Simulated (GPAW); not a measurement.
Consider Ti (Titanium, P6_3/mmc).

```cif
data_structure
_symmetry_space_group_name_H-M 'P 1'
_symmetry_Int_Tables_number 1
_cell_length_a 2.9500
_cell_length_b 2.9500
_cell_length_c 4.6800
_cell_angle_alpha 90.000
_cell_angle_beta 90.000
_cell_angle_gamma 120.000
_cell_volume 35.27
loop_
_atom_site_label
_atom_site_type_symbol
_atom_site_fract_x
_atom_site_fract_y
_atom_site_fract_z
_atom_site_occupancy
Ti1 Ti 0.66667 0.33333 0.75000 1
Ti2 Ti 0.33333 0.66667 0.25000 1
```

Absorber: atom 1, with 6 Ti at 2.89 Å and 6 Ti at 2.95 Å (anticuboctahedral, as in hcp, site symmetry -6m2). Method: GPAW, LDA, excited-electron core hole (neutral cell), 8-atom cell with 5.5 Å between holes, 6×6×6 k points, dipole transitions, Gaussian full width 0.9 eV up to 4 eV, rising linearly to 3.5 eV at 25 eV.

Question: Where do the maxima of the Ti L₃ edge fall?

Main maxima up to 30 eV above the zero (height): 0.6 eV (5.18), 2.7 eV (4.25), 8.9 eV (0.69) and 12.9 eV (0.55). At an L edge the dipole rule selects empty d (and weakly s) states on the absorber, and the strong line at the onset measures the empty part of its d band. 2p–3d multiplets, which reshape such L edges, aren't in a one-electron spectrum. The total-energy difference is 455.03 eV. Two terms are added: -1.48 eV, since the hole is spin-paired here and a spin-polarised one costs that much less in the free atom (computed apart); −2.13 eV, a third of the tabulated L₂–L₃ splitting, since the scalar-relativistic hole is their mean. The photon energy is then 451.41 eV. The tabulated edge of the element is 453.8 eV. The functional leaves an error of a few eV in such absolute values.

The Ti L₃ spectrum (energy from the lowest empty level; intensity scaled to a mean of 1 over the first 20 eV; polarised curves are means over the symmetry-equivalent atoms):

```csv
E (eV),isotropic,ε ⊥ c,ε ∥ c
-2.0,0.00,0.00,0.00
-1.4,0.00,0.00,0.00
-0.8,0.12,0.11,0.16
-0.2,1.90,1.68,2.34
0.4,4.94,4.81,5.20
1.0,4.36,4.64,3.81
1.6,2.67,2.72,2.57
2.2,3.23,3.17,3.35
2.8,4.18,4.20,4.15
3.4,1.94,1.94,1.95
4.0,0.67,0.67,0.68
4.6,0.45,0.45,0.45
5.2,0.41,0.40,0.42
5.8,0.35,0.34,0.36
6.4,0.25,0.24,0.28
7.0,0.18,0.17,0.21
7.6,0.29,0.28,0.30
8.2,0.54,0.55,0.52
8.8,0.69,0.70,0.66
9.4,0.65,0.66,0.63
10.0,0.55,0.56,0.54
10.6,0.48,0.48,0.47
11.2,0.45,0.44,0.45
11.8,0.48,0.47,0.49
12.4,0.53,0.52,0.55
13.0,0.55,0.55,0.56
13.6,0.52,0.53,0.52
14.2,0.48,0.48,0.47
14.8,0.43,0.44,0.42
15.4,0.39,0.39,0.38
16.0,0.35,0.35,0.35
16.6,0.33,0.33,0.33
17.2,0.32,0.32,0.32
17.8,0.33,0.32,0.33
18.4,0.33,0.33,0.34
19.0,0.34,0.33,0.35
19.6,0.34,0.33,0.36
20.2,0.35,0.34,0.37
20.8,0.36,0.35,0.38
21.4,0.38,0.37,0.38
22.0,0.39,0.39,0.38
22.6,0.39,0.40,0.37
23.2,0.39,0.40,0.36
23.8,0.38,0.39,0.36
24.4,0.37,0.38,0.35
25.0,0.36,0.36,0.35
25.6,0.34,0.34,0.35
26.2,0.33,0.32,0.34
26.8,0.31,0.31,0.32
27.4,0.30,0.30,0.31
28.0,0.30,0.30,0.31
28.6,0.30,0.30,0.31
29.2,0.31,0.30,0.32
29.8,0.31,0.30,0.32
30.4,0.31,0.31,0.32
31.0,0.31,0.31,0.32
31.6,0.31,0.31,0.32
```

One-electron theory leaves out the 2p–3d multiplets that shape measured L edges of 3d elements, and the L₂ edge isn't added. The holes are only 5.5 Å apart, so the shape is probably not converged with cell size; no larger cell was run here. The mesh is coarse (0.23 Å⁻¹ between points), so small maxima may be mesh ripples. Lifetime broadening is put in by hand, and intensities beyond about 20 eV depend on it and on the partial waves; weight that the partial waves miss at high energy is lost. The structure is a published determination, not relaxed.

[Banner, clock and machine lines of the logs are left out without a mark of their own.]

[Logs are printed without paths, hosts, clocks, repeated set-up lines and the standing remarks that a program may print on its own settings, such as how far it seeks lower states.]

[Hosts, paths, dates, database ids (printed as entryN), source tags and the programs' standing remarks are cut or masked in the printed files.]

[Lists of maxima count a maximum above −3 eV only where it reaches 4 % of the highest in the window and stands out from its surroundings by 2 % of it (1.5 % where it reaches 55 %); shoulders and weaker maxima are passed over, and of the rest the first, up to two pre-edge ones and the few strongest are named.]
